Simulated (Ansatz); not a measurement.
# Br on Nb(110): change of the work function, part 4 of 5

Wanted: Δφ(θ) for Br/Nb(110), starting from the longbridge site.

Ansatz 0.2.0; plane-wave DFT, PBE, Ansatz PAW.

So far, work function, upper face (eV): step 2 (the clean slab) 4.49; step 3 (17 atoms, coverage 0.25 ML, cell 2x2) 4.13; step 4 (18 atoms, coverage 0.5 ML, cell 2x2) 3.79; step 5 (5 atoms, coverage 1 ML, cell 1x1) 3.77.

### Step 7. The slab at 0.25 ML, atoms frozen

This step: plane-wave DFT, PBE, Ansatz PAW (Ansatz 0.2.0).

System of this step: Br/Nb(110). The cell holds 17 atoms: 16 Nb and 1 Br. Cell: a = 5.716 Å, b = 5.716 Å, c = 27.417 Å, α = 90.0°, β = 90.0°, γ = 70.5°. Vacuum lies along c.

To see where the charge goes, the covered slab, the bare substrate and the adsorbate layer are each run at the same frozen positions and on the same grid.

The input, input.yaml:

```yaml
crystal:
  lattice:
    - [4.6669047558, -3.3, 0.0]
    - [4.6669047558, 3.3, 0.0]
    - [0.0, 0.0, 27.4169313467]
  atoms:
    - { symbol: Nb, position: [0.0, 0.0, 0.3282643081] }
    - { symbol: Nb, position: [0.25, 0.25, 0.4133742116] }
    - { symbol: Nb, position: [0.0, 0.0, 0.5005726499] }
    - { symbol: Nb, position: [0.254681403, 0.254681403, 0.5819446796] }
    - { symbol: Nb, position: [0.0, 0.5, 0.3282643081] }
    - { symbol: Nb, position: [0.25, 0.75, 0.4133742116] }
    - { symbol: Nb, position: [0.0, 0.5, 0.4997559221] }
    - { symbol: Nb, position: [0.2659406368, 0.7340593632, 0.5830964291] }
    - { symbol: Nb, position: [0.5, 0.0, 0.3282643081] }
    - { symbol: Nb, position: [0.75, 0.25, 0.4133742116] }
    - { symbol: Nb, position: [0.5, 0.0, 0.4997559221] }
    - { symbol: Nb, position: [0.7340593632, 0.2659406368, 0.5830964291] }
    - { symbol: Nb, position: [0.5, 0.5, 0.3282643081] }
    - { symbol: Nb, position: [0.75, 0.75, 0.4133742116] }
    - { symbol: Nb, position: [0.5, 0.5, 0.4969049426] }
    - { symbol: Nb, position: [0.745318597, 0.745318597, 0.5819446796] }
    - { symbol: Br, position: [0.0, 0.0, 0.6568500213] }
kpoints:
  mp_grid: { grid: [6, 6, 1] }
hamiltonian:
  xc: pbe
scf:
  occupations: { method: fermi_dirac, width: 0.1 }
  convergence: { dr2_threshold: 1.0e-08 }
efield:
  axis: 3
  dipole_correction: true
  ramp_position: 0.97
  ramp_width: 0.06
output:
  write_potential: true
  write_density: true
  volumetric_format: npy
```

Command:

```
$ ansatz run input.yaml --threads 4 --pin off --max-ram 6144MiB --backend cpu --events-out ev --progress --plain --runs-dir out
```

Numbers of over 12 decimals in the logs are rounded to 6 here.

Output:

```text
[...]
Crystal: 17 atoms, lattice volume = 844.485 Å³
Basis set: ecut = 420 eV, 16523 PW (Γ)
Bands: 129, of which v1, the nominal top of the filled ones, is band 108 counted from 1 (107 counted from 0)
Symmetry: 4 space group operations
[...]
k-points: 13 of 36
[...]
SCF iter   1: F=—  HF=-75615.273588 eV  |F-HF|=—  |Δ(HF+E_count)|=         —  Δρ=8.86e-3  dr2=1.26e1  ethr=1.77e-3  p=0.065 e·Å  D=1.39e-2 V/Å  ΔV_dip=-0.38 eV  dr2_dipole=8.56e-1  V_vac-E_F(+/−)=4.40/4.78 eV  ⟨swp⟩=9.2  Hψ=7994  notcnv=0
[...]
SCF iter   9: F=-75614.893689 eV  HF=-75614.893689 eV  |F-HF|=3.06e-10  |Δ(HF+E_count)|=   3.78e-8  Δρ=3.92e-7  dr2=2.47e-9  ethr=4.65e-12  p=0.068 e·Å  D=1.45e-2 V/Å  ΔV_dip=-0.40 eV  dr2_dipole=2.54e-10  V_vac-E_F(+/−)=4.13/4.53 eV  ⟨swp⟩=13.5  Hψ=4744  notcnv=0
SCF 1 converged in 9 iterations: F = -75614.893689 eV  dr2 = 2.47e-9
[...]
SCF converged after 9 iterations
Free energy (F): -75614.893689 eV
[...]
Internal energy: -75614.221365 eV  (E = F + TS)
E sigma→0 (E₀):  -75614.557527 eV
Entropy (-TS):   -0.672325 eV (-39.549 meV/atom)
Fermi energy:    3.702086 eV
Dipole field:    D = 0.014532 V/Å  (p = 0.067820 e·Å, saw-weighted, corrected)
Work function:   Φ+ = 4.1273 eV   Φ− = 4.5258 eV
[...]
--- Band table (eV; the first three rows and the last of 13) ---
  k-point 0: bands = [... 104 lower, 3.8774, 3.9086, 3.9935, 4.0994, 4.3746, 4.4531, 5.2447, 5.2451, ... 17 higher]
  k-point 1: bands = [... 104 lower, 3.6967, 3.7503, 3.9057, 3.9652, 4.2017, 4.4682, 4.7160, 4.8603, ... 17 higher]
  k-point 2: bands = [... 104 lower, 3.4232, 3.4395, 3.5008, 3.5939, 3.8642, 4.0244, 4.0564, 4.0842, ... 17 higher]
  k-point 12: bands = [... 104 lower, 3.6137, 3.6824, 3.7131, 3.8565, 3.8612, 3.8690, 3.8815, 3.8869, ... 17 higher]
```

Wall time 44 s (4 threads of AMD EPYC 7R43, shared host); peak memory 3 GiB.

This step gave:

| Item | Value |
| --- | --- |
| energy at zero smearing | -75614.5575 eV |
| work function, upper face | 4.127 eV |
| work function, lower face | 4.526 eV |
| dipole along the normal | 0.06782 e·Å |
| step between the vacuum levels | -0.3984 eV |

The work function of the upper face is 4.13 eV.

### Step 8. The substrate of the 0.25 ML cell alone

System of this step: Br/Nb(110), substrate alone, atoms held. The cell holds 16 atoms: 16 Nb. Cell: a = 5.716 Å, b = 5.716 Å, c = 27.417 Å, α = 90.0°, β = 90.0°, γ = 70.5°. Vacuum lies along c.

The second part, atoms unmoved.

Edit input.yaml of step 7 so:

```diff
@@ -22,3 +22,2 @@
     - { symbol: Nb, position: [0.745318597, 0.745318597, 0.5819446796] }
-    - { symbol: Br, position: [0.0, 0.0, 0.6568500213] }
 kpoints:
```

Output:

```text
[...]
Crystal: 16 atoms, lattice volume = 844.485 Å³
Basis set: ecut = 420 eV, 16523 PW (Γ)
Bands: 125, of which v1, the nominal top of the filled ones, is band 104 counted from 1 (103 counted from 0)
Symmetry: 4 space group operations
[...]
k-points: 13 of 36
[...]
SCF iter   1: F=—  HF=-72829.218852 eV  |F-HF|=—  |Δ(HF+E_count)|=         —  Δρ=9.42e-3  dr2=1.36e1  ethr=1.77e-3  p=0.000 e·Å  D=4.31e-5 V/Å  ΔV_dip=-0.00 eV  dr2_dipole=4.45e-2  V_vac-E_F(+/−)=4.85/4.85 eV  ⟨swp⟩=9.5  Hψ=7791  notcnv=0
[...]
SCF iter   9: F=-72828.788717 eV  HF=-72828.788717 eV  |F-HF|=1.31e-10  |Δ(HF+E_count)|=   2.48e-8  Δρ=5.42e-7  dr2=5.28e-9  ethr=4.81e-12  p=0.008 e·Å  D=1.75e-3 V/Å  ΔV_dip=-0.05 eV  dr2_dipole=5.87e-12  V_vac-E_F(+/−)=4.48/4.53 eV  ⟨swp⟩=22.2  Hψ=5126  notcnv=0
SCF 1 converged in 9 iterations: F = -72828.788717 eV  dr2 = 5.28e-9
[...]
SCF converged after 9 iterations
Free energy (F): -72828.788717 eV
[...]
Internal energy: -72828.086119 eV  (E = F + TS)
E sigma→0 (E₀):  -72828.437418 eV
Entropy (-TS):   -0.702598 eV (-43.912 meV/atom)
Fermi energy:    3.266834 eV
Dipole field:    D = 0.001751 V/Å  (p = 0.008173 e·Å, saw-weighted, corrected)
Work function:   Φ+ = 4.4782 eV   Φ− = 4.5262 eV
[...]
--- Band table (eV; the first three rows and the last of 13) ---
  k-point 0: bands = [... 100 lower, 3.4463, 3.4485, 3.4672, 3.4710, 3.8466, 3.9320, 4.7794, 4.8636, ... 17 higher]
  k-point 1: bands = [... 100 lower, 3.2245, 3.2551, 3.4200, 3.5115, 3.5937, 4.0034, 4.2376, 4.4234, ... 17 higher]
  k-point 2: bands = [... 100 lower, 2.9707, 3.0081, 3.0629, 3.1266, 3.2712, 3.5703, 3.6159, 3.6305, ... 17 higher]
  k-point 12: bands = [... 100 lower, 3.0659, 3.2497, 3.3550, 3.3551, 3.4114, 3.4152, 3.4389, 3.4389, ... 17 higher]
```

The job ended after 39 s (4 threads; peak memory 2.8 GiB).

This step gave:

```yaml
energy_at_zero_smearing: -72828.4374 eV
work_function_upper_face: 4.478 eV
dipole_along_the_normal: 0.008173 e·Å
step_between_the_vacuum_levels: -0.04801 eV
```

The work function of the upper face is 4.48 eV.

### Step 9. The adsorbate layer of the 0.25 ML cell alone

System of this step: Br/Nb(110), adsorbate layer alone, atoms held. The cell holds 1 atom: 1 Br. Its edges and angles: a = 5.716 Å, b = 5.716 Å, c = 27.417 Å, α = 90.0°, β = 90.0°, γ = 70.5°. Vacuum lies along c.

The third part; a free layer of atoms may carry a moment, so spin is on.

input.yaml, the sections that differ from step 8:

```yaml
crystal:
  lattice:
    - [4.6669047558, -3.3, 0.0]
    - [4.6669047558, 3.3, 0.0]
    - [0.0, 0.0, 27.4169313467]
  atoms:
    - { symbol: Br, position: [0.0, 0.0, 0.6568500213], spin: 1.0 }
magnetization:
  spin_polarized: true
# kpoints, hamiltonian, scf, efield, output: as in step 8
```

Output:

```text
[...]
Crystal: 1 atoms, lattice volume = 844.485 Å³
Basis set: ecut = 420 eV, 16523 PW (Γ)
Bands: 8, of which v1, the nominal top of the filled ones, is band 4 counted from 1 (3 counted from 0)
Symmetry: 4 space group operations
k-points: 13 of 36
[...]
Starting moments: Σ|m| = 1 μB on 1 of 1 site
[...]
SCF iter   1: F=—  HF=-2781.937444 eV  |F-HF|=—  |Δ(HF+E_count)|=         —  Δρ=5.06e-4 (↑4.72e-4 ↓5.06e-4)  dr2=3.10e-5  dr2_m=1.85e-3  M=0.998 μB ∫|m|=1.001 μB  β_m=1.00  ethr=1.79e-7  p=0.000 e·Å  D=2.62e-9 V/Å  ΔV_dip=-0.00 eV  dr2_dipole=3.23e-12  V_vac-E_F(+/−)=7.40/7.40 eV  ⟨swp⟩=4.8  Hψ=2734  notcnv=0
[...]
eigensolver tolerance schedule calibrated: the retry pair's looser diagonalisation under-reported the residual by θ = 0.60 (0.14/decade); ethr = c·dr2/N_el runs at the constant in force after the calibration composes with the one it found (an armed cap, an earlier calibration), c = 5.0e-2
[...]
spin=Collinear: Resta preconditioning applied to the charge; magnetization (m = ρ↑ − ρ↓) channel mixes plain (no charge-response kernel on spin).
SCF iter   2: F=—  HF=-2781.938453 eV  |F-HF|=—  |Δ(HF+E_count)|=   1.01e-3  Δρ=6.92e-5 (↑5.45e-5 ↓6.92e-5)  dr2=1.03e-5  dr2_m=2.68e-5  M=0.998 μB ∫|m|=1.002 μB  β_m=1.00  ethr=1.79e-7  p=-0.000 e·Å  D=-3.34e-7 V/Å  ΔV_dip=0.00 eV  dr2_dipole=1.15e-12  V_vac-E_F(+/−)=7.40/7.40 eV  ⟨swp⟩=3.0  Hψ=413  notcnv=0  κ⁻¹=1.0e0(r=1)
[...]
SCF iter  30: F=—  HF=-2781.926553 eV  |F-HF|=—  |Δ(HF+E_count)|=   2.52e-3  Δρ=1.12e-3 (↑4.89e-4 ↓1.12e-3)  dr2=3.95e-3  dr2_m=4.67e-3  M=0.995 μB ∫|m|=0.998 μB  β_m=1.20  ethr=2.97e-8  p=-0.000 e·Å  D=-5.65e-5 V/Å  ΔV_dip=0.00 eV  dr2_dipole=4.07e-9  V_vac-E_F(+/−)=7.32/7.32 eV  ⟨swp⟩=4.1  Hψ=556  notcnv=0
[...]
spin-set hold released at iteration 30 (site moments' squared step at or under half its running peak, from the soft ceiling on): the magnetisation degrees of freedom join the quasi-Newton model from the next iteration; the mixer history was flushed
SCF iter  31: F=—  HF=-2781.944195 eV  |F-HF|=—  |Δ(HF+E_count)|=   1.76e-2  Δρ=2.48e-3 (↑2.53e-4 ↓2.48e-3)  dr2=5.09e-2  dr2_m=9.96e-3  M=0.996 μB ∫|m|=1.000 μB  β_m=1.20  ethr=2.97e-8  p=-0.000 e·Å  D=-4.42e-5 V/Å  ΔV_dip=0.00 eV  dr2_dipole=3.51e-9  V_vac-E_F(+/−)=7.33/7.33 eV  ⟨swp⟩=5.0  Hψ=601  notcnv=0  κ⁻¹=1.0e0(r=1)
density mixer auto → broyden: gapped, with many states about μ (density of states about μ 1.91 of a free-electron gas's, 22 screened modes)
SCF iter  32: F=—  HF=-2781.937073 eV  |F-HF|=—  |Δ(HF+E_count)|=   7.12e-3  Δρ=2.20e-3 (↑1.62e-4 ↓2.20e-3)  dr2=3.41e-2  dr2_m=9.31e-3  M=0.995 μB ∫|m|=0.999 μB  β_m=1.20  ethr=2.97e-8  p=-0.000 e·Å  D=-4.79e-5 V/Å  ΔV_dip=0.00 eV  dr2_dipole=3.94e-9  V_vac-E_F(+/−)=7.32/7.32 eV  ⟨swp⟩=4.0  Hψ=488  notcnv=0  κ⁻¹=1.0e-3(r=2)
[...]
SCF iter  41: F=-2781.939896 eV  HF=-2781.939896 eV  |F-HF|=3.77e-9  |Δ(HF+E_count)|=   1.60e-8  Δρ=2.37e-7 (↑2.37e-7 ↓2.28e-7)  dr2=7.46e-10  dr2_m=3.24e-11  M=0.998 μB ∫|m|=1.002 μB  ethr=2.11e-11  p=-0.000 e·Å  D=-7.24e-7 V/Å  ΔV_dip=0.00 eV  dr2_dipole=6.29e-13  V_vac-E_F(+/−)=7.39/7.39 eV  ⟨swp⟩=4.6  Hψ=936  notcnv=0
SCF 1 converged in 41 iterations: F = -2781.939896 eV  dr2 = 7.46e-10
[...]
this state was not tested for a lower state beside it, because the mixer in use, unlike msr1, does not test its closes by its own steps (another_mixer; see scf.mixing.algorithm and scf.lower_state_search)
SCF converged after 41 iterations
Magnetization: 0.9983 μB (3.9992 up, 3.0008 down)
Absolute magnetization: 0.9985 μB (∫|ρ↑−ρ↓|, with the PAW one-centre terms)
[...]
Per-site moments (μB) at R_I (Å): [(0.992975, 2.357754)]
Free energy (F): -2781.939896 eV
[...]
Internal energy: -2781.750790 eV  (E = F + TS)
E sigma→0 (E₀):  -2781.845343 eV
Entropy (-TS):   -0.189107 eV (-189.107 meV/atom)
Fermi energy:    -7.065871 eV
Dipole field:    D = -0.000001 V/Å  (p = -0.000006 e·Å, saw-weighted, corrected)
Work function:   Φ+ = 7.3924 eV   Φ− = 7.3923 eV
[...]
--- Band table (eV; the first three rows and the last of 26) ---
[...]
```

The job ended after 13 s (4 threads; peak memory 1 GiB; 50 s of CPU time).

Numbers from this step:

* energy at zero smearing: -2781.8453 eV
* total moment: 0.9983 μB
* site moments: 0.9930 μB
* work function, upper face: 7.392 eV
* dipole along the normal: -5.80e-6 e·Å

Site moment by atom:

```csv
atom,site moment (μB)
Br1,0.993
```

The free layer carries a moment of 1.0 μB a cell.

### Step 10. Density difference at 0.25 ML

This step: plane-wave DFT, PBE, Ansatz PAW; density difference on adsorption (Ansatz 0.2.0).

The densities of the parts are taken from that of the whole and averaged over planes; the first moment of what is left gives the step in the potential.

Numbers from this step:

```yaml
largest_charge_moved: -0.001450 e/Å²
potential_step_from_the_moved_charge: -0.3491 eV
```

The electron density difference oscillates, so the rows of the table below give means over windows of 1.29 Å about each position, cut where the curve ends. Its maxima inside the range that stand out by 2 % of the span (Å: e/Å³): 10.9: 1.5e-4, 13.6: 3.0e-4, 14.7: 5.8e-4, 16.0: 0.00274, 17.3: 0.00436. Its minima: 10.0: -2.0e-4, 11.3: -1.7e-4, 14.1: -3.5e-4, 15.4: -6.2e-4, 16.6: -0.00536, 19.0: -0.00129.

Planar mean, whole system less its parts. Electron density difference against z; means over each step:

z (Å), electron density difference (e/Å³) and a bar from the least value:
```
     4.52    0.00000 ##########
     5.80    0.00000 ##########
     7.10   -0.00001 #########
     8.38    0.00005 ##########
     9.68   -0.00008 #########
    10.96   -0.00001 #########
    12.25   -0.00002 #########
    13.54    0.00001 ##########
    14.84    0.00008 ##########
    16.12   -0.00093 
    17.41    0.00200 ##############################
    18.71   -0.00067 ###
    20.00   -0.00039 ######
    21.29   -0.00002 #########
    22.57    0.00000 ##########
```

The electrons moved below z oscillates, so the rows of the table below give means over windows of 1 Å about each position, cut where the curve ends. Its maxima inside the range that stand out by 2 % of the span (Å: e/Å²): 9.4: 6.9e-5, 11.0: -2.9e-6, 13.7: 8.3e-6, 15.0: 1.8e-4, 16.1: 0.00103, 18.1: 0.00142. Its minima: 10.4: -6.1e-5, 13.1: -9.7e-5, 14.3: -1.0e-4, 15.6: -1.9e-5, 16.9: -0.00145.

Planar mean, whole system less its parts. Electrons moved below z against z; means over each step:

z (Å), electrons moved below z (e/Å²) and a bar from the least value:
```
        4    0.00000 ##########
        5    0.00000 ##########
        6    0.00000 ##########
        7   -0.00001 ##########
        8   -0.00001 ##########
        9    0.00005 ###########
       10   -0.00001 ##########
       11   -0.00003 ##########
       12   -0.00005 #########
       13   -0.00009 #########
       14   -0.00004 ##########
       15    0.00010 ############
       16    0.00044 #################
       17   -0.00067 
       18    0.00128 ##############################
       19    0.00085 #######################
       20    0.00013 ############
       21    0.00001 ##########
       22    0.00000 ##########
       23    0.00000 ##########
       24    0.00000 ##########
       25    0.00000 ##########
       26    0.00000 ##########
       27    0.00000 ##########
```

(Continued in part 5 of 5.)

[Logs are printed without paths, hosts, clocks, repeated set-up lines and the standing remarks that a program may print on its own settings, such as how far it seeks lower states.]

[Hosts, paths, dates, database ids (printed as entryN), source tags and the programs' standing remarks are cut or masked in the printed files.]

[Maps of the electrostatic potential energy from Ansatz leave out the sawtooth potential of an applied field or a dipole correction, so their vacuum need not be flat; planar profiles and work functions include it.]
